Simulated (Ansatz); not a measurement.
**Quasiparticle gap of GaN (P6_3mc)**

Wanted: the gap of GaN (P6_3mc) with a many-body correction, and the time that it takes.

Main program and level: Ansatz 0.2.0; PBE, then G0W0 on it, plane waves, PAW.

The database entry behind the starting cell differs from later determinations by our own check (about 0.3 % short, ideal inner coordinate), so it need not match the best structure at ambient conditions.

## Step 1: The structure

The structure is hexagonal, space group P6_3mc (No. 186). Conventional cell: a = 3.180 Å, b = 3.180 Å, c = 5.166 Å, α = 90.00°, β = 90.00°, γ = 120.00°. Nearest to Ga lie 4 N at 1.94 to 1.95 Å. N has 4 Ga at 1.94 to 1.95 Å nearest. Farther neighbours and most contacts between anions are not listed.

The cell and positions come from the Crystallography Open Database and are kept as given unless a step says otherwise. The default PAW set here is soft_2. Its files were made with PBE.

## Step 2: The PBE band structure

Levels along a band path and on the mesh show where this functional puts the band edges.

This step: DFT, PBE, plane waves, PAW.

File input.yaml:

```yaml
crystal:
  lattice:
    - [3.18, 0.0, 0.0]
    - [-1.59, 2.753960784, 0.0]
    - [0.0, 0.0, 5.166]
  atoms:
    - { symbol: Ga, position: [0.3333333333, 0.6666666667, 0.0] }
    - { symbol: Ga, position: [0.6666666667, 0.3333333333, 0.5] }
    - { symbol: "N", position: [0.3333333333, 0.6666666667, 0.375] }
    - { symbol: "N", position: [0.6666666667, 0.3333333333, 0.875] }
kpoints:
  mp_grid: { grid: [12, 12, 4] }
  band_path:
    path:
      - [[0.0, 0.0, 0.0], [0.5, 0.0, 0.0], [0.33333333, 0.33333333, 0.0], [0.0, 0.0, 0.0], [0.0, 0.0, 0.5], [0.5, 0.0, 0.5], [0.33333333, 0.33333333, 0.5], [0.0, 0.0, 0.5]]
      - [[0.5, 0.0, 0.5], [0.5, 0.0, 0.0]]
      - [[0.33333333, 0.33333333, 0.5], [0.33333333, 0.33333333, 0.0]]
    npoints: 10
hamiltonian:
  xc: pbe
scf:
  occupations: { method: fermi_dirac, width: 0.02 }
  n_extra_bands: 5
output:
  eigenvalues: true
  write_density: true
  write_potential: true
  elf: true
  volumetric_format: npy
```

Command:

```bash
> ansatz run input.yaml --threads 3 --pin off --max-ram 92160MiB --backend cuda --events-out ev --progress --plain --runs-dir out --devices 1 --max-vram 13GiB  # rebuilt from the run's record
```

Numbers of over 12 decimals in the logs are rounded to 6 here.

The log of the run:

```text
scf.n_extra_bands = 5 over 18 filled bands (N_el = 36.0): the run solves 23 bands
GPUs: using 1 of 1 available (devices: 1).
Engine: ansatz 0.2.0, x86_64-unknown-linux-gnu
Pseudopotentials: kind: paw
Pseudopotential: Ga, paw, valence charge 13, recommended cutoff 420 eV (normal), Ga.paw.azcp
Pseudopotential: N, paw, valence charge 5, recommended cutoff 420 eV (normal), N.paw.azcp
Functional definition: PBE
  parameter kappa = 0.804
  parameter beta = 0.066725
  exchange = pbe_x(kappa = kappa, mu = beta*pi^2/3)
  correlation = pbe_c(beta = beta)
device memory: the entry about to start is reckoned to put 1.6 GiB on a device that reports 26.6 GiB free (of which the cap on the GPU budget leaves the run 13.0 GiB)
GPU FFT provider: cuFFT
GPU libraries: cuBLAS 13.8.2, cuFFT 12.4.0, cuSOLVER 12.3.4
Crystal: 4 atoms, lattice volume = 45.242 Å³
Basis set: ecut = 420 eV, 881 PW (Γ)
Bands: 23, of which v1, the nominal top of the filled ones, is band 18 counted from 1 (17 counted from 0)
Symmetry: 12 space group operations
Space group: P63mc (ITA 186), of the structure as read, at distance tolerance 3.6e-5 Å
k-points: 57 of 576 (time reversal used)
Non-local potential: Ga, projectors of the file, l = 0: 2, l = 1: 2, l = 2: 3, l = 3: 1
Non-local potential: N, projectors of the file, l = 0: 2, l = 1: 2, l = 2: 1
PAW form: soft (Blöchl's): semilocal exchange-correlation on the pseudo side does not see the compensation charge
PAW one-centre angular grid: Ga, 590 points (default); XC on 64 Gauss nodes
PAW one-centre angular grid: N, 110 points (default); XC on 64 Gauss nodes
Initial density: superposition of atomic densities (neutral atoms: chi_scale 0, normalization atom), corrected by the library's trained network
Initial wavefunctions: pseudopotential atomic-orbital guess
GPU buffer pool allocated for 20736 grid points (all kernels)
GPU transforms: local potential and band sums: pruned to the plane-wave sphere, on 24×24×36
Functional: x = pbe(κ = 0.804, μ = 0.219515), c = pbe(β = 0.066725)
SCF iter   1: F=—  HF=-8335.795352 eV  |F-HF|=—  |Δ(HF+E_count)|=         —  Δρ=8.55e-4  dr2=1.88e-4  ethr=1.77e-3  ⟨swp⟩=4.6  Hψ=5376  notcnv=0
preconditioner: auto → Resta (q_TF=auto, 2.626 Å⁻¹)  ε∞=4.7  [insulator: Δε(μ)=1.958 eV  Ē_g=17.276 eV  σ=0.020 eV  W_gap=1.00  n_scr=22 (ndim 8)  ℏωp=33.1 eV  f_vac=0.008  D(μ)=0.00/eV (n_scr^D=0)  ε∞_Penn≈4.7]
SCF iter   2: F=—  HF=-8335.796039 eV  |F-HF|=—  |Δ(HF+E_count)|=   6.87e-4  Δρ=4.01e-4  dr2=2.50e-5  ethr=5.23e-7  ⟨swp⟩=2.1  Hψ=2902  notcnv=0  defer=2
SCF iter   3: F=—  HF=-8335.796260 eV  |F-HF|=—  |Δ(HF+E_count)|=   2.22e-4  Δρ=1.88e-4  dr2=6.73e-6  ethr=6.94e-8  ⟨swp⟩=2.0  Hψ=2186  notcnv=0  defer=3
SCF iter   4: F=—  HF=-8335.796289 eV  |F-HF|=—  |Δ(HF+E_count)|=   2.84e-5  Δρ=5.42e-5  dr2=9.02e-7  ethr=1.87e-8  ⟨swp⟩=2.0  Hψ=2257  notcnv=0  defer=3
iter 5 did not close the SCF: its close was put off for the readings that it lacked (scf_convergence_deferred on its scf_iter line)
SCF iter   5: F=-8335.796292 eV  HF=-8335.796291 eV  |F-HF|=2.36e-7  |Δ(HF+E_count)|=   2.45e-6  Δρ=1.84e-5  dr2=9.27e-8  ethr=2.50e-9  ⟨swp⟩=2.0  Hψ=2278  notcnv=0  defer=3
SCF iter   6: F=-8335.796292 eV  HF=-8335.796292 eV  |F-HF|=4.11e-9  |Δ(HF+E_count)|=   2.55e-7  Δρ=3.76e-6  dr2=5.78e-9  ethr=2.57e-10  ⟨swp⟩=3.4  Hψ=4642  notcnv=0
SCF 1 converged in 6 iterations: F = -8335.796292 eV  dr2 = 5.78e-9
  greatest PAW one-centre occupation: 0.995 electrons in one spin orbital (limit 2), on the Ga atom at site 0 (counted from 0), in its partial waves of l = 2
device memory: the entry about to start is reckoned to put 1.8 GiB on a device that reports 26.6 GiB free (of which the cap on the GPU budget leaves the run 13.0 GiB)
NSCF: frozen V_eff on 93 k-points, pencils in batches of 32, up to order 104
SCF converged after 6 iterations
Free energy (F): -8335.796292 eV
Harris-Foulkes:  -8335.796292 eV  (|F-HF|=4.11e-9)
Internal energy: -8335.796292 eV  (E = F + TS)
E sigma→0 (E₀):  -8335.796292 eV
Fermi energy:    10.842505 eV
--- Per-component energies (eV) ---
  E_band       = -5.329166
  E_kinetic    = 495.401862
  E_local      = -3888.974273  (includes V_loc(G=0)·N_el)
  E_nonlocal   = 948.897434
  E_hartree    = 1791.442610
  E_xc         = -257.979644
  E_vxc        = -268.793487  (∫ρ·V_xc dr)
  E_paw        = -4240.757606  (= ΣΔE_a)
  E_vpaw       = -874.746175  (= ΣTr[D̂ρ^β])
  E_aug_tail   = 0.000054  (compensation charges beyond the density's cutoff)
  E_ewald      = -3183.826728
  E_smearing   = -0.000000  (= −TS)
  E_closure    = 0.000000  (closes the sum)
  Σ components = -8335.796292   (vs F -8335.796292, Δ=0.00e0)
--- Band table (eV; the first three rows and the last of 57) ---
  k-point 0: bands = [... 14 lower, 8.7900, 9.7924, 9.8517, 9.8517, 11.8162, 14.1547, 19.1049, 19.7819, ... 1 higher]
  k-point 1: bands = [... 14 lower, 8.9381, 8.9381, 9.6892, 9.6892, 13.0042, 14.2600, 18.7155, 19.4885, ... 1 higher]
  k-point 2: bands = [... 14 lower, 9.3071, 9.3071, 9.3071, 9.3071, 14.1426, 14.1426, 18.3976, 18.3976, ... 1 higher]
  k-point 56: bands = [... 14 lower, 5.6263, 5.6263, 8.3451, 8.3451, 16.3472, 16.3472, 17.1815, 17.1815, ... 1 higher]
```

Run time: 6.8 s. Hardware: 1 × NVIDIA H100 80GB HBM3 (shared by 6 runs) with 3 threads of AMD EPYC 7R13 (Zen 3), shared host; peak memory 0.91 GiB; 4.1 s of CPU time.

This step gave:

```
filled bands         : 18
gap                  : 1.964 eV
valence top at       : Γ
conduction bottom at : Γ
least direct gap     : 1.964 eV
```

Over mesh and path the gap is 1.964 eV, direct, at k = Γ.

The electronic bands at the labelled points (eV, zero at the top of the highest nominally filled band):

| point | band 15 | band 16 | band 17 | band 18 | band 19 | band 20 | band 21 | band 22 |
| --- | --- | --- | --- | --- | --- | --- | --- | --- |
| Γ | -1.06 | -0.06 | 0.00 | 0.00 | 1.96 | 4.30 | 9.25 | 9.93 |
| halfway | -2.87 | -2.02 | -0.75 | -0.49 | 4.34 | 5.98 | 7.40 | 8.57 |
| M | -4.27 | -2.78 | -2.26 | -0.99 | 5.08 | 5.61 | 6.08 | 8.67 |
| halfway | -4.29 | -3.58 | -2.42 | -1.88 | 5.60 | 6.65 | 6.67 | 8.51 |
| K | -5.34 | -3.04 | -3.04 | -2.72 | 5.13 | 7.87 | 7.87 | 8.44 |
| halfway | -3.69 | -2.42 | -1.02 | -0.94 | 4.98 | 6.92 | 7.30 | 7.68 |
| Γ | -1.06 | -0.06 | 0.00 | 0.00 | 1.96 | 4.30 | 9.25 | 9.93 |
| halfway | -0.91 | -0.91 | -0.16 | -0.16 | 3.15 | 4.41 | 8.86 | 9.64 |
| A | -0.54 | -0.54 | -0.54 | -0.54 | 4.29 | 4.29 | 8.55 | 8.55 |
| halfway | -2.10 | -2.10 | -1.31 | -1.31 | 5.27 | 5.27 | 7.70 | 7.70 |
| L | -1.96 | -1.96 | -1.93 | -1.93 | 4.43 | 4.43 | 7.84 | 7.84 |
| halfway | -3.23 | -3.23 | -1.62 | -1.62 | 5.40 | 5.40 | 8.17 | 8.17 |
| H | -4.23 | -4.23 | -1.51 | -1.51 | 6.50 | 6.50 | 7.33 | 7.33 |
| halfway | -2.14 | -2.14 | -1.83 | -1.83 | 5.70 | 5.70 | 7.71 | 7.71 |
| A | -0.54 | -0.54 | -0.54 | -0.54 | 4.29 | 4.29 | 8.55 | 8.55 |
| jump to L | -1.96 | -1.96 | -1.93 | -1.93 | 4.43 | 4.43 | 7.84 | 7.84 |
| halfway | -3.34 | -2.55 | -1.73 | -1.29 | 4.34 | 5.12 | 7.61 | 7.91 |
| M | -4.27 | -2.78 | -2.26 | -0.99 | 5.08 | 5.61 | 6.08 | 8.67 |
| jump to H | -4.23 | -4.23 | -1.51 | -1.51 | 6.50 | 6.50 | 7.33 | 7.33 |
| halfway | -5.04 | -3.23 | -2.23 | -2.23 | 5.89 | 7.26 | 7.26 | 8.22 |
| K | -5.34 | -3.04 | -3.04 | -2.72 | 5.13 | 7.87 | 7.87 | 8.44 |

Valence density in the ac plane at fractional y = 0.333, with atoms of Ga and N within 0.2 Å of it. It is the smooth field of the valence electrons, not physical close to the nuclei.

Ten steps, logarithmic in the rise over the least value, from '0' (0 e/Å³) to '9' (45 e/Å³):
```
1111111123333221
1100011234444321
1000011234444321
1000001234444321
0000001123444321
0000000123333211
0000000112222110
0000000011121100
0000000011121100
0000000112332210
0000000124665311
0000001246897421
1000001247998521
1111111246897421
1111111124665321
1111111112332211
1111111011111100
0011100000000000
0000000000000000
0000000000000000
0000000000000000
0000000000000000
0000000000000000
0000000000000000
0011100111111110
1111111112222211
```
Columns run along a (3.2 Å), rows up along c (5.2 Å). Atoms in or near the plane, at fractional coordinates: Ga at (0.67, 0.50), N at (0.67, 0.88).

Electrostatic potential energy in the ac plane at fractional y = 0.333, with atoms of Ga and N within 0.2 Å of it. With pseudopotentials it is smooth inside the atoms' cores, unlike the true potential.

Values in eV, 22 rows by 16 columns, each cell a mean:
```
  7   4   1   1   2   5   8   7  -3 -20 -31 -32 -25  -9   5   8
  8   7   5   4   5   7   9   3 -16 -37 -39 -39 -39 -24  -1   9
 10   9   8   8   9  10  10   2 -20 -39 -39 -39 -39 -28  -3   9
 11  11  11  11  11  11  11   6 -12 -32 -39 -39 -35 -19   2  11
 12  12  12  12  12  13  12  10   2 -12 -22 -23 -16  -2   9  12
 13  13  13  13  13  13  12  11   9   5   1   1   4   8  10  12
 12  13  13  13  13  12  11   9   6   3   1   1   2   5   8  10
 10  12  13  13  12  11   9   4  -2  -6  -8  -9  -7  -4   2   7
  8  11  12  12  12   9   5  -3  -9 -11 -11 -11 -11 -10  -6   3
  7  10  12  12  11   8   2  -8 -12 -11 -11 -11 -11 -12 -10  -2
  6  10  12  12  11   8   0  -9 -12 -11 -10 -10 -11 -12 -11  -4
  7  10  11  11  10   8   1  -8 -12 -11 -11 -11 -11 -12 -10  -2
  8  10  11  11  10   9   5  -3 -10 -11 -12 -12 -12 -11  -6   3
 10  11  11  11  11  10   8   3  -3  -8 -10 -10  -9  -5   1   7
 12  12  12  12  12  12  11   9   5   2  -1  -1   1   4   8  10
 12  13  13  12  12  12  12  11  10   9   8   7   8   9  11  12
 13  13  12  12  12  13  13  12  12  11  11  11  11  12  12  13
 12  11  11  11  11  12  12  12  13  13  13  13  13  13  12  12
 10   9   8   8   9  10  11  12  13  13  13  13  13  13  12  11
  8   6   5   4   5   7   9  11  12  13  13  13  13  12  12  10
  7   3   1   1   2   5   8  10  11  11  11  11  11  11  11   9
  6   2  -1  -1   1   4   7   9   9   4  -2  -3   2   8  10   9
```
Columns run along a (3.2 Å; values clipped at the 3rd and 97th percentile), rows up along c (5.2 Å). Atoms in or near the plane, at fractional coordinates: Ga at (0.67, 0.50), N at (0.67, 0.88).

(Continued in part 2 of 2.)

[Paths, hosts, dates, memory and timing lines, banners, echoed tables and standing remarks are left out of the program output.]

[Logs are printed without paths, hosts, clocks, repeated set-up lines and the standing remarks that a program may print on its own settings, such as how far it seeks lower states.]

[Runs of the session that timed out or met a known fault of the program may be left out.]

[Cells called generated may have been cut or substituted from an entry of the Crystallography Open Database or the Materials Project.]

[Hosts, paths, dates, database ids (printed as entryN), source tags and the programs' standing remarks are cut or masked in the printed files.]

[Where an RPA ε∞ is given, it is that of the G0W0 mesh and is not shown converged in it. Names of k-points follow the symmetry that the program found, which can be lower than the space group named. Band edges on a path are those of the sampled points; other points can move an edge, and change direct to indirect where valleys lie close.]

[Hybrid gaps are those of their k-mesh and are not shown converged in it.]
